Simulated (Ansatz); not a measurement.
# Which site? As in place of Si in a frame of glassy nearly rigid 60TiO2-40SiO2 (mol %) from 1500 K (141 atoms): runs compared

Aim: make As in place of Si at several sites of a frame of glassy nearly rigid 60TiO2-40SiO2 (mol %) from 1500 K (141 atoms), relax each, and compare their energies.

Computed with Ansatz 0.2.0: Kohn-Sham DFT, RPBE, PAW (set soft_1), plane waves.

## (1) The cell as built

The cell holds 141 atoms: 28 Ti, 19 Si and 94 O. Its edges and angles: a = 12.901 Å, b = 12.901 Å, c = 12.901 Å, α = 90.0°, β = 90.0°, γ = 90.0°. 141 atoms (28 Ti, 19 Si, 94 O) placed at random at 2.96 g/cm³, melted at 4000 K for 10 ps at fixed volume with the Morse and Coulomb pair potential with partial charges (Pedone, Malavasi, Menziani, Cormack and Segre, J. Phys. Chem. B 110, 11780 (2006)). Snapshot at the end of a hold of 10 ps at 1500 K and zero pressure.

What the set-up can't give: The network of bonds at the start is that of the classical potential that made the cell, and needn't be the one that DFT or experiment would give. The Brillouin zone is sampled at Γ only, in a cell whose shortest periodic width is 13 Å.

## (2) The reference run

The reference is a single point at the end of the relaxation.

Every defect cell starts from the geometry of this run and is relaxed in the fixed cell.

Its input, with most atom lines left out:

```yaml
crystal:
  lattice:
    - [12.90086, 0.0, 0.0]
    - [0.0, 12.90086, 0.0]
    - [0.0, 0.0, 12.90086]
  atoms:
    - { symbol: Ti, position: [0.5112, 0.93033, 0.81145] }
    - { symbol: Ti, position: [0.81288, 0.68665, 0.69357] }
    - { symbol: Ti, position: [0.49475, 0.13008, 0.09116] }
    - { symbol: Ti, position: [0.32733, 0.86204, 0.31586] }
    - { symbol: Ti, position: [0.68278, 0.27687, 0.92485] }
    - { symbol: Ti, position: [0.91461, 0.8071, 0.28476] }
    - { symbol: Ti, position: [0.48554, 0.86963, 0.08156] }
    [... atom lines 8 to 141 left out ...]
kpoints:
  mp_grid: { grid: [1, 1, 1] }
hamiltonian:
  xc: rpbe
  pseudopotentials: { kind: paw, azcp: { folder: soft_1 } }
scf:
  occupations: { method: fermi_dirac, width: 0.129 }
output:
  forces: true
  stress: true
  populations: true
  dos:
    method: { smearing: { sigma: 0.1 } }
    de: 0.1
    projected: { site_lists: { O: [O], Si: [Si], Ti: [Ti] } }
  eigenvalues: true
  write_density: true
  write_potential: true
  volumetric_format: npy
  elf: true
```

```
free energy per atom   : -964.0356 eV/atom
r.m.s. force component : 0.00793 eV/Å
pressure               : 1.283 GPa
```

Filled and empty levels are parted by 2.53 eV (at Γ alone); a semilocal functional tends to put such gaps too low. In a disordered cell it changes from sample to sample, and tail or defect levels can set it.

## (3) The runs

Each row is one run, on 4 threads of Arm Neoverse V1, shared host. The free energy is the program's total, comparable only between runs with the same functional, potentials and atoms.

```
                                 run  atoms                outcome  ionic steps, all passes  free energy (eV)     time  host memory (GiB)
           Single point at the start    141              converged                        -       -135896.335  2.3 min                3.5
                          Relaxation    141              converged                       14       -135929.018   13 min                3.8
Single point at the relaxed geometry    141              converged                        -       -135929.018  2.4 min                3.5
       As on a site of Si, site Si42    141              converged                       13       -140145.811   39 min                6.4
       As on a site of Si, site Si29    141              converged                        8       -140146.847   24 min                6.3
       As on a site of Si, site Si45    141  cut at the time limit                       23       -140146.268   57 min                6.3
```

In some runs the program notes that the exchange-correlation potential is rough where the density is thin.

A closer look about site Si29, the cheapest one, after relaxation: 11 atoms, nearest first, numbered in the order of the input, with positions taken from that point.

```
atom      x      y      z  distance (Å)  bonds  moment (μB)
As29   0.03  -0.01  -0.03          0.04      4         0.00
O107   0.30  -0.13   1.62          1.65      2         0.00
O124  -1.02   1.29  -0.53          1.73      2         0.00
 O88  -0.81  -1.40  -0.61          1.73      2         0.00
 O62   1.47   0.02  -0.92          1.73      2         0.00
Ti18   2.07   1.31  -2.25          3.32      5         0.00
Ti12  -2.52  -2.15  -0.41          3.33      4         0.00
 Ti6  -2.43   2.35   0.10          3.38      4         0.00
O129   1.88   2.71  -0.76          3.38      2         0.00
O115   2.67   1.51   1.72          3.51      2         0.00
Ti27   1.62   0.88   2.99          3.51      5         0.00
```

The column of bonds counts only the pairs O-Ti within 2.64 Å, O-Si within 2.08 Å, O-As within 2.12 Å; other neighbours, such as metal atoms beside each other in a compound, aren't counted, and periodic images can show an atom twice.

## (4) The sites compared

All these cells hold the same atoms, so their energies can be compared with no chemical potential.

| site | neighbours | mean distance (Å) | atoms within 6 Å | energy over the best site (eV) | before relaxation (eV) | gain on relaxing (eV) | moment (μB) |
| --- | --- | --- | --- | --- | --- | --- | --- |
| Si29 | O4 | 1.65 | 55 | 0.00 | 0.00 | 1.14 | 1.0 |
| Si45 * | O4 | 1.64 | 57 | 0.58 | 0.87 | 1.44 | - |
| Si42 | O4 | 1.64 | 56 | 1.04 | 0.81 | 0.92 | -1.0 |

* The relaxation didn't finish, so this cell's energy would fall further, and differences against it can move either way. Neighbours are those of the relaxed host within 2.08 Å (O-Si); other pairs aren't counted.

## (5) Findings

The cheapest site is Si29 (4 neighbours, O4); the dearest, Si42 (4 neighbours, O4), costs 1.0 eV more. Relaxation gains 0.92 to 1.4 eV and leaves the best site the same.

**Limits.** Defects are neutral and interact with their images. The reference ran with fermi-dirac smearing of 0.129 eV, but 3 of the 3 defect cells with fermi-dirac smearing of 0.025 eV, spin polarised. In a disordered cell the relaxation can also rearrange atoms far from the site. In the spin-polarised runs the search for a state of lower energy was switched off. Only 3 of the 19 Si sites were tried; unless symmetry makes the others alike to these, a cheaper one may exist. A local or semilocal functional tends to spread out the unpaired spin of such defects.

The DFT runs together took 2.3 h of wall time.

[Logs are printed without paths, hosts, clocks, repeated set-up lines and the standing remarks that a program may print on its own settings, such as how far it seeks lower states.]

[Hosts, paths, dates, database ids (printed as entryN), source tags and the programs' standing remarks are cut or masked in the printed files.]
